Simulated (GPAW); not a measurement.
# Surface energy and work function of Cd(0001) from slabs of 3 to 12 layers (PBE)

How do energy and work function of Cd(0001) films settle with thickness, and what surface energy follows?

**Method.** GPAW 26.7.0, plane waves at 450 eV with PAW setups; symmetric 1×1 slabs cut at the tabulated lattice constant (two decimals; low-temperature values for the alkali metals), atoms at bulk places, 7.5 Å of vacuum on each side, one in-plane mesh for all thicknesses, Fermi-Dirac smearing of 0.1 eV. Energies are extrapolated to zero smearing and count from the program's reference atoms. Functional PBE. The cell's area is 7.691 Å².

The runs, one held back:

```
layers  energy (eV)  work function (eV)
     3      −2.5363                3.94
     4      −3.4411                3.81
     5      −4.3161                3.79
     6      −5.2372                3.86
     7      −6.1443                3.87
     8      −7.0447                3.85
     9      −7.9337                3.82
    10      −8.8371                3.85
    11      −9.7423                3.85
    12            ?                   ?
```

**Question.** What surface energy do these runs give, and what energy and work function should the 12-layer slab have?

A: A slab of n layers has E(n) = nε + 2Aγ once its middle is bulk-like. A line through n = 6 to 11 has the slope ε = −0.8998 eV a layer and the intercept 2Aγ = 0.1584 eV (r.m.s. residual 4.1 meV). So γ = 0.1584 / (2 × 7.691 Å²) = 0.0103 eV/Å² = 0.16 J/m², with a standard error of about 0.01 J/m² from the scatter about the line. For 12 layers: 0.1584 + 12 × (−0.8998) = −10.639 eV; the run gives −10.643 eV, 4.3 meV under the line. The work function has no such law: from 6 to 11 layers it moves between 3.82 and 3.87 eV (mean 3.85), and the 12-layer slab gives 3.83 eV. The thinnest slab, 3 layers, lies +0.09 eV from that mean. The values go up and down with thickness, as expected where levels confined across the film cross the Fermi level one by one.

Caveats: The surfaces are unrelaxed, so γ is an upper bound for this functional and lattice constant. The tabulated lattice constant isn't the functional's own, which strains the slab a little.

[Logs are printed without paths, hosts, clocks, repeated set-up lines and the standing remarks that a program may print on its own settings, such as how far it seeks lower states.]
